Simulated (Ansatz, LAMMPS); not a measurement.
# Glassy 63SiO2-14B2O3-11Na2O-11CaO (mol %) (111 atoms) under strain, part 3 of 4

How stiff is glassy 63SiO2-14B2O3-11Na2O-11CaO (mol %) (111 atoms), and how do its levels respond to strain?

Ansatz 0.2.0; Kohn-Sham DFT, PBE, PAW (set soft_2), plane waves.

The cell: 22 Si, 10 B, 8 Na, 4 Ca and 67 O. The quench rate of 300 K/ps far exceeds what a furnace or splat quench reaches. The starting topology of bonds comes from the classical model. Only the Γ point is sampled.

So far. Step 2 (Single point at the start): The r.m.s. force at the start is 1.1 eV/Å. Step 3 (Cell and atoms relaxed): The relaxation converged after 23 steps, with a largest force component of 0.026 eV/Å.

## Step 5: Volume -3 %

The relaxed cell is scaled evenly and the atoms are relaxed again; the stress at the end gives one point of P(V).

The input, input.yaml:

```yaml
crystal:
  lattice:
    - [11.22582, -0.04089, 0.09486]
    - [-0.04089, 11.1692, 0.15935]
    - [0.09486, 0.15935, 11.21331]
  atoms:
    [... the 111 atom lines of step 4 ...]
kpoints:
  mp_grid: { grid: [1, 1, 1] }
hamiltonian:
  xc: pbe
scf:
  occupations: { method: fixed }
output:
  forces: true
  eigenvalues: true
  stress: true
relax:
  f_tol: 0.05
  max_steps: 70
```

Command:

```bash
ansatz run input.yaml --threads 4 --pin off --max-ram 8192MiB --backend cpu --events-out ev --progress --plain --runs-dir out
```

Numbers of over 12 decimals in the logs are rounded to 6 here.

Log:

```text
Warning: output.stress: scf.convergence.dr2_threshold = 1e-7 eV (the SCF's general default) is looser than the 1.08e-8 eV advised for a printed stress (1e-10 eV for each atom of the cell: 111, of which 108 are counted). What an SCF threshold leaves in a stress goes as its square root, and in the free energy as the threshold itself, and one threshold admits the most on a small cell: [...]
[...]
Crystal: 111 atoms, lattice volume = 1405.558 Å³
Basis set: ecut = 420 eV, 27483 PW (Γ), exchange–correlation on 160×150×150 points (8 copies of the dense FFT grid, shifted against one another)
Bands: 427, of which v1, the nominal top of the filled ones, is band 316 counted from 1 (315 counted from 0)
Symmetry: 1 space group operations
[...]
k-points: 1
[...]
SCF iter   1: F=—  HF=-72840.749515 eV  |F-HF|=—  |Δ(HF+E_count)|=         —  Δρ=2.54e-3  dr2=9.72e-2  ethr=1.77e-3  ⟨swp⟩=6.0  Hψ=1550  notcnv=0  defer=108
[...]
SCF iter   6: F=-72840.767166 eV  HF=-72840.767174 eV  |F-HF|=7.62e-6  |Δ(HF+E_count)|=   2.18e-5  Δρ=4.01e-5  dr2=1.99e-5  ethr=9.89e-9  ⟨swp⟩=16.0  Hψ=3134  notcnv=0
SCF 1 converged in 6 iterations: F = -72840.767166 eV  dr2 = 1.99e-5
[...]
relax step   1: F+E_penalty+E_count = -72840.76716619 eV  Δ(F+E_penalty+E_count) = +0.000e0 eV  max|allowed force component| = 5.648e-1 eV/Å  Δτ_max = 0.0000 Å  (6 SCF iters, dr2 threshold 6.25e-5 eV, accepted)
[...]
relax step   2: F+E_penalty+E_count = -72841.01210557 eV  Δ(F+E_penalty+E_count) = -2.449e-1 eV  max|allowed force component| = 3.377e-1 eV/Å  Δτ_max = 0.0378 Å  (6 SCF iters, dr2 threshold 1.99e-5 eV, accepted)
[...]
relax step   3: F+E_penalty+E_count = -72841.15300738 eV  Δ(F+E_penalty+E_count) = -1.409e-1 eV  max|allowed force component| = 1.425e-1 eV/Å  Δτ_max = 0.0439 Å  (7 SCF iters, dr2 threshold 7.13e-6 eV, accepted)
relax step   4: F+E_penalty+E_count = -72841.17193674 eV  Δ(F+E_penalty+E_count) = -1.893e-2 eV  max|allowed force component| = 9.319e-2 eV/Å  Δτ_max = 0.0220 Å  (6 SCF iters, dr2 threshold 3.62e-6 eV, accepted)
relax step   5: F+E_penalty+E_count = -72841.18801652 eV  Δ(F+E_penalty+E_count) = -1.608e-2 eV  max|allowed force component| = 9.501e-2 eV/Å  Δτ_max = 0.0443 Å  (9 SCF iters, accepted)
relax step   6: F+E_penalty+E_count = -72841.12535414 eV  Δ(F+E_penalty+E_count) = +6.266e-2 eV  max|allowed force component| = 2.273e-1 eV/Å  Δτ_max = 0.2000 Å  (8 SCF iters, dr2 threshold 3.86e-6 eV, rejected (line search))
relax step   7: F+E_penalty+E_count = -72841.20198857 eV  Δ(F+E_penalty+E_count) = -1.397e-2 eV  max|allowed force component| = 1.029e-1 eV/Å  Δτ_max = 0.0765 Å  (9 SCF iters, accepted)
relax step   8: F+E_penalty+E_count = -72841.17165115 eV  Δ(F+E_penalty+E_count) = +3.034e-2 eV  max|allowed force component| = 2.586e-1 eV/Å  Δτ_max = 0.0999 Å  (7 SCF iters, dr2 threshold 1.06e-5 eV, rejected (line search))
relax step   9: F+E_penalty+E_count = -72841.20587891 eV  Δ(F+E_penalty+E_count) = -3.890e-3 eV  max|allowed force component| = 7.765e-2 eV/Å  Δτ_max = 0.0251 Å  (9 SCF iters, accepted)
relax step  10: F+E_penalty+E_count = -72841.20616565 eV  Δ(F+E_penalty+E_count) = -2.867e-4 eV  max|allowed force component| = 5.833e-2 eV/Å  Δτ_max = 0.0500 Å  (7 SCF iters, dr2 threshold 3.43e-6 eV, accepted)
[...]
relax step  11: F+E_penalty+E_count = -72841.20863436 eV  Δ(F+E_penalty+E_count) = -2.469e-3 eV  max|allowed force component| = 3.188e-2 eV/Å  Δτ_max = 0.0341 Å  (7 SCF iters, accepted)
SCF converged after 7 iterations
Free energy (F): -72841.208634 eV
[...]
Internal energy: -72841.208634 eV  (E = F + TS)
E sigma→0 (E₀):  -72841.208634 eV
Fermi energy:    4.018336 eV
[...]
--- Forces (eV/Å), atoms counted from 1 ---
  atom   1  Si     0.00575283     0.00635730     0.00153320
  atom   2  Si     0.01022240     0.01255579     0.00967852
  atom   3  Si    -0.00474663     0.00039002    -0.01172536
  atom   4  Si    -0.02135866    -0.00374609     0.00912931
  atom   5  Si     0.00874342     0.00183066     0.00339831
  atom   6  Si     0.01175944    -0.00134509     0.02115878
  atom   7  Si    -0.00730404    -0.00682424     0.01835078
  atom   8  Si     0.00024956    -0.00577911    -0.00389197
  atom   9  Si    -0.00232847     0.00471617     0.00177829
  atom  10  Si    -0.00814896    -0.00223413    -0.00458507
  atom  11  Si    -0.00725312     0.00777810    -0.00957980
  atom  12  Si     0.00564838     0.00080043     0.00242775
  atom  13  Si     0.00285519    -0.00107553     0.01037528
  atom  14  Si     0.01092366    -0.00337100     0.01031643
[...]
atom 110  O      0.00209090    -0.00617980     0.00030885
  atom 111  O     -0.00320576    -0.00686914     0.00128873
  max |Σ_I F_I| component: 1.28e-4 eV/Å
--- Stress (GPa, compression-positive) ---
        1.212582       0.213625      -0.056778
        0.213628       1.341934       0.095638
       -0.056771       0.095644       1.713195
  P = ⅓ Tr σ = 1.4226 GPa (14.226 kbar)
--- Band table (eV) ---
[...]
--- Relaxed structure (11 steps of the walk, 9 accepted, 0 SCFs on fresh bases) ---
  F+E_penalty+E_count = -72841.20863436 eV   max|allowed force component| = 3.188e-2 eV/Å
  atoms:
    - { symbol: Si, position: [0.059641, 0.024179, 0.222022] }
    - { symbol: Si, position: [0.421910, 0.845966, 0.336619] }
    - { symbol: Si, position: [0.628842, 0.840277, 0.176992] }
    - { symbol: Si, position: [0.051415, 0.415781, 0.252185] }
[...]
- { symbol: O, position: [0.966287, 0.318443, 0.686302] }
```

The job ended after 2.4 min (4 threads of Intel Xeon Platinum 8375C at 2.90GHz (Ice Lake), shared host; peak memory 2.1 GiB; 8.8 min of CPU time).

The program notes that the SCF threshold is loose for the stress.

The relaxation converged after 11 steps, 0.441 eV below its start, with a largest force component of 0.032 eV/Å.

Volume -3 %: the energy stands 0.189 eV above that of the reference, at a pressure of 1.42 GPa.

## Step 6: Volume +3 %

The relaxed cell is scaled to another volume.

Input and log are left out; they have the form of those shown for this kind of step.

Elapsed: 1.7 min, on 4 threads of Intel Xeon Platinum 8375C at 2.90GHz (Ice Lake), shared host; peak memory 2.2 GiB.

The relaxation converged after 8 steps, 0.409 eV below its start, with a largest force component of 0.046 eV/Å.

Volume +3 %: the energy stands 0.174 eV above that of the reference, at a pressure of -1.32 GPa.

## Step 7: Volume -6 %

The relaxed cell is scaled to another volume.

Input and log are left out; they have the form of those shown for this kind of step.

Wall time 4.2 min (4 threads of Intel Xeon Platinum 8375C at 2.90GHz (Ice Lake), shared host); peak memory 2 GiB.

The relaxation converged after 16 steps, 2.01 eV below its start, with a largest force component of 0.044 eV/Å.

Volume -6 %: the energy stands 0.683 eV above that of the reference, at a pressure of 2.82 GPa.

## Step 8: Volume +6 %

The relaxed cell is scaled to another volume.

input.yaml, the sections that differ from step 5:

```yaml
crystal:
  lattice:
    - [11.5628, -0.04212, 0.09771]
    - [-0.04212, 11.50448, 0.16414]
    - [0.09771, 0.16414, 11.54991]
  atoms:
    [... the 111 atom lines of step 4 ...]
# kpoints, hamiltonian, scf, output, relax: as in step 5
```

Log:

```text
[...]
Crystal: 111 atoms, lattice volume = 1535.972 Å³
Basis set: ecut = 420 eV, 30041 PW (Γ), exchange–correlation on 160×160×160 points (8 copies of the dense FFT grid, shifted against one another)
Bands: 427, of which v1, the nominal top of the filled ones, is band 316 counted from 1 (315 counted from 0)
Symmetry: 1 space group operations
[...]
k-points: 1
[...]
SCF iter   1: F=—  HF=-72839.177927 eV  |F-HF|=—  |Δ(HF+E_count)|=         —  Δρ=2.38e-3  dr2=9.64e-2  ethr=1.77e-3  ⟨swp⟩=5.0  Hψ=1548  notcnv=0  defer=109
[...]
SCF iter   5: F=—  HF=-72839.187650 eV  |F-HF|=—  |Δ(HF+E_count)|=   3.30e-5  Δρ=1.03e-4  dr2=1.55e-4  ethr=9.04e-8  ⟨swp⟩=2.0  Hψ=555  notcnv=0  defer=109
SCF iter   6: F=-72839.187649 eV  HF=-72839.187652 eV  |F-HF|=2.92e-6  |Δ(HF+E_count)|=   2.25e-6  Δρ=3.81e-5  dr2=2.13e-5  ethr=9.89e-9  ⟨swp⟩=15.0  Hψ=3378  notcnv=0
SCF 1 converged in 6 iterations: F = -72839.187649 eV  dr2 = 2.13e-5
[...]
relax step   1: F+E_penalty+E_count = -72839.18764945 eV  Δ(F+E_penalty+E_count) = +0.000e0 eV  max|allowed force component| = 9.599e-1 eV/Å  Δτ_max = 0.0000 Å  (6 SCF iters, dr2 threshold 6.25e-5 eV, accepted)
[...]
relax step   2: F+E_penalty+E_count = -72840.06515715 eV  Δ(F+E_penalty+E_count) = -8.775e-1 eV  max|allowed force component| = 5.764e-1 eV/Å  Δτ_max = 0.0908 Å  (6 SCF iters, dr2 threshold 5.76e-5 eV, accepted)
[...]
relax step   3: F+E_penalty+E_count = -72840.53089080 eV  Δ(F+E_penalty+E_count) = -4.657e-1 eV  max|allowed force component| = 3.499e-1 eV/Å  Δτ_max = 0.0812 Å  (7 SCF iters, dr2 threshold 2.08e-5 eV, accepted)
relax step   4: F+E_penalty+E_count = -72840.49049705 eV  Δ(F+E_penalty+E_count) = +4.039e-2 eV  max|allowed force component| = 6.428e-1 eV/Å  Δτ_max = 0.2000 Å  (7 SCF iters, dr2 threshold 4.41e-5 eV, rejected (line search))
relax step   5: F+E_penalty+E_count = -72840.65894016 eV  Δ(F+E_penalty+E_count) = -1.280e-1 eV  max|allowed force component| = 1.264e-1 eV/Å  Δτ_max = 0.0733 Å  (9 SCF iters, accepted)
relax step   6: F+E_penalty+E_count = -72840.67010217 eV  Δ(F+E_penalty+E_count) = -1.116e-2 eV  max|allowed force component| = 2.450e-1 eV/Å  Δτ_max = 0.0387 Å  (9 SCF iters, accepted)
relax step   7: F+E_penalty+E_count = -72840.68070925 eV  Δ(F+E_penalty+E_count) = -1.061e-2 eV  max|allowed force component| = 1.696e-1 eV/Å  Δτ_max = 0.1500 Å  (7 SCF iters, dr2 threshold 7.84e-6 eV, accepted)
relax step   8: F+E_penalty+E_count = -72840.69645265 eV  Δ(F+E_penalty+E_count) = -1.574e-2 eV  max|allowed force component| = 4.582e-2 eV/Å  Δτ_max = 0.0576 Å  (6 SCF iters, dr2 threshold 1.38e-5 eV, accepted)
[...]
relax step   9: F+E_penalty+E_count = -72840.69645459 eV  Δ(F+E_penalty+E_count) = -1.935e-6 eV  max|allowed force component| = 4.585e-2 eV/Å  Δτ_max = 0.0000 Å  (4 SCF iters, accepted)
SCF converged after 4 iterations
Free energy (F): -72840.696455 eV
[...]
Internal energy: -72840.696455 eV  (E = F + TS)
E sigma→0 (E₀):  -72840.696455 eV
Fermi energy:    3.313853 eV
[...]
Σ components = -72840.696455   (vs F -72840.696455, Δ=0.00e0)
--- Forces (eV/Å), atoms counted from 1 ---
  atom   1  Si     0.01327988    -0.02020993     0.00111829
  atom   2  Si    -0.02379299    -0.01604733     0.01535612
  atom   3  Si    -0.01413093     0.00835264    -0.01515392
  atom   4  Si    -0.03165783     0.03046306     0.03305462
[...]
atom 111  O     -0.02407328    -0.01204535     0.01221507
  max |Σ_I F_I| component: 8.00e-5 eV/Å
--- Stress (GPa, compression-positive) ---
       -2.204823      -0.297362       0.121936
       -0.297362      -2.539692      -0.075368
        0.121936      -0.075361      -3.000727
  P = ⅓ Tr σ = -2.5817 GPa (-25.817 kbar)
--- Band table (eV) ---
[...]
--- Relaxed structure (9 steps of the walk, 8 accepted, 0 SCFs on fresh bases) ---
  F+E_penalty+E_count = -72840.69645459 eV   max|allowed force component| = 4.585e-2 eV/Å
  atoms:
    - { symbol: Si, position: [0.056049, 0.016649, 0.222409] }
    - { symbol: Si, position: [0.422093, 0.847250, 0.340565] }
    - { symbol: Si, position: [0.628973, 0.833204, 0.177812] }
    - { symbol: Si, position: [0.049588, 0.409565, 0.255441] }
[...]
- { symbol: O, position: [0.976612, 0.321308, 0.686471] }
```

The job ended after 2.2 min (4 threads; peak memory 2.2 GiB).

The relaxation converged after 9 steps, 1.51 eV below its start, with a largest force component of 0.046 eV/Å.

Volume +6 %: the energy stands 0.701 eV above that of the reference, at a pressure of -2.58 GPa.

## Step 9: Volume -10 %

The relaxed cell is scaled to another volume.

Input and log are left out; they have the form of those shown for this kind of step.

Wall time 3.5 min (4 threads of Intel Xeon Platinum 8375C at 2.90GHz (Ice Lake), shared host); peak memory 1.9 GiB.

The relaxation converged after 19 steps, 5.98 eV below its start, with a largest force component of 0.043 eV/Å.

Volume -10 %: the energy stands 2.09 eV above that of the reference, at a pressure of 5.16 GPa.

## Step 10: Stretched by 1 % along x

The relaxed cell is strained along x alone, which gives the stiffness along x and its coupling to y and z.

input.yaml, the sections that differ from step 8:

```yaml
crystal:
  lattice:
    - [11.45378, -0.04131, 0.09583]
    - [-0.04172, 11.28318, 0.16098]
    - [0.09679, 0.16098, 11.32774]
  atoms:
    [... the 111 atom lines of step 4 ...]
# kpoints, hamiltonian, scf, output, relax: as in step 8
```

Log:

```text
[...]
Crystal: 111 atoms, lattice volume = 1463.519 Å³
Basis set: ecut = 420 eV, 28573 PW (Γ), exchange–correlation on 160×160×160 points (8 copies of the dense FFT grid, shifted against one another)
Bands: 427, of which v1, the nominal top of the filled ones, is band 316 counted from 1 (315 counted from 0)
Symmetry: 1 space group operations
[...]
k-points: 1
[...]
SCF iter   1: F=—  HF=-72841.264551 eV  |F-HF|=—  |Δ(HF+E_count)|=         —  Δρ=2.47e-3  dr2=9.50e-2  ethr=1.77e-3  ⟨swp⟩=5.0  Hψ=1549  notcnv=0  defer=109
[...]
SCF iter   6: F=-72841.271331 eV  HF=-72841.271333 eV  |F-HF|=2.52e-6  |Δ(HF+E_count)|=   5.18e-6  Δρ=3.68e-5  dr2=1.90e-5  ethr=9.89e-9  ⟨swp⟩=18.0  Hψ=3149  notcnv=0
SCF 1 converged in 6 iterations: F = -72841.271331 eV  dr2 = 1.90e-5
[...]
relax step   1: F+E_penalty+E_count = -72841.27133082 eV  Δ(F+E_penalty+E_count) = +0.000e0 eV  max|allowed force component| = 3.808e-1 eV/Å  Δτ_max = 0.0000 Å  (6 SCF iters, dr2 threshold 6.25e-5 eV, accepted)
[...]
relax step   2: F+E_penalty+E_count = -72841.32791028 eV  Δ(F+E_penalty+E_count) = -5.658e-2 eV  max|allowed force component| = 2.226e-1 eV/Å  Δτ_max = 0.0316 Å  (6 SCF iters, dr2 threshold 9.06e-6 eV, accepted)
[...]
relax step   3: F+E_penalty+E_count = -72841.35766425 eV  Δ(F+E_penalty+E_count) = -2.975e-2 eV  max|allowed force component| = 8.830e-2 eV/Å  Δτ_max = 0.0263 Å  (6 SCF iters, dr2 threshold 3.10e-6 eV, accepted)
relax step   4: F+E_penalty+E_count = -72841.36171100 eV  Δ(F+E_penalty+E_count) = -4.047e-3 eV  max|allowed force component| = 1.044e-1 eV/Å  Δτ_max = 0.0190 Å  (7 SCF iters, accepted)
relax step   5: F+E_penalty+E_count = -72841.35879875 eV  Δ(F+E_penalty+E_count) = +2.912e-3 eV  max|allowed force component| = 1.433e-1 eV/Å  Δτ_max = 0.0691 Å  (9 SCF iters, rejected (line search))
[...]
relax step   6: F+E_penalty+E_count = -72841.36806247 eV  Δ(F+E_penalty+E_count) = -6.351e-3 eV  max|allowed force component| = 2.679e-2 eV/Å  Δτ_max = 0.0337 Å  (8 SCF iters, accepted)
SCF converged after 8 iterations
Free energy (F): -72841.368062 eV
[...]
Internal energy: -72841.368062 eV  (E = F + TS)
E sigma→0 (E₀):  -72841.368062 eV
Fermi energy:    3.682410 eV
[...]
--- Forces (eV/Å), atoms counted from 1 ---
  atom   1  Si    -0.00006183     0.00773016    -0.00838793
  atom   2  Si    -0.01605704     0.00410944     0.00301012
  atom   3  Si     0.00046262     0.00705090    -0.00104875
  atom   4  Si     0.00818913    -0.00018187    -0.01660906
  atom   5  Si     0.00806864    -0.00012164    -0.02679232
  atom   6  Si    -0.00455593     0.00403462    -0.01190634
  atom   7  Si     0.00071017     0.00963700     0.00457502
  atom   8  Si    -0.00930196     0.00200932     0.00830994
  atom   9  Si     0.00225221     0.01412557     0.00498563
  atom  10  Si     0.00662646     0.00746234    -0.00166975
  atom  11  Si     0.00894450    -0.00917094     0.01248954
  atom  12  Si    -0.00483698     0.01445677     0.00245508
  atom  13  Si    -0.02543097    -0.00170127     0.00674445
  atom  14  Si    -0.02133011     0.00543843     0.01698885
[...]
atom 110  O     -0.00420691    -0.00048369    -0.00170431
  atom 111  O      0.01602250    -0.00545605     0.00434699
  max |Σ_I F_I| component: 3.02e-5 eV/Å
--- Stress (GPa, compression-positive) ---
       -0.709982      -0.098842       0.047923
       -0.098842      -0.182937       0.007928
        0.047926       0.007936      -0.222022
  P = ⅓ Tr σ = -0.3716 GPa (-3.716 kbar)
--- Band table (eV) ---
[...]
--- Relaxed structure (6 steps of the walk, 5 accepted, 0 SCFs on fresh bases) ---
  F+E_penalty+E_count = -72841.36806247 eV   max|allowed force component| = 2.679e-2 eV/Å
  atoms:
    - { symbol: Si, position: [0.058147, 0.019924, 0.222182] }
    - { symbol: Si, position: [0.422722, 0.847196, 0.337636] }
    - { symbol: Si, position: [0.628945, 0.836208, 0.177042] }
    - { symbol: Si, position: [0.050312, 0.413505, 0.255055] }
[...]
- { symbol: O, position: [0.970708, 0.318992, 0.685575] }
```

It took 84 s on 4 threads; peak memory 2.1 GiB.

The relaxation converged after 6 steps, 0.0967 eV below its start, with a largest force component of 0.027 eV/Å.

Stretched by 1 % along x: the energy stands 0.0293 eV above that of the reference, at a pressure of -0.372 GPa.

(Part 3 of 4 ends here.)

[Logs are printed without paths, hosts, clocks, repeated set-up lines and the standing remarks that a program may print on its own settings, such as how far it seeks lower states.]

[Hosts, paths, dates, database ids (printed as entryN), source tags and the programs' standing remarks are cut or masked in the printed files.]
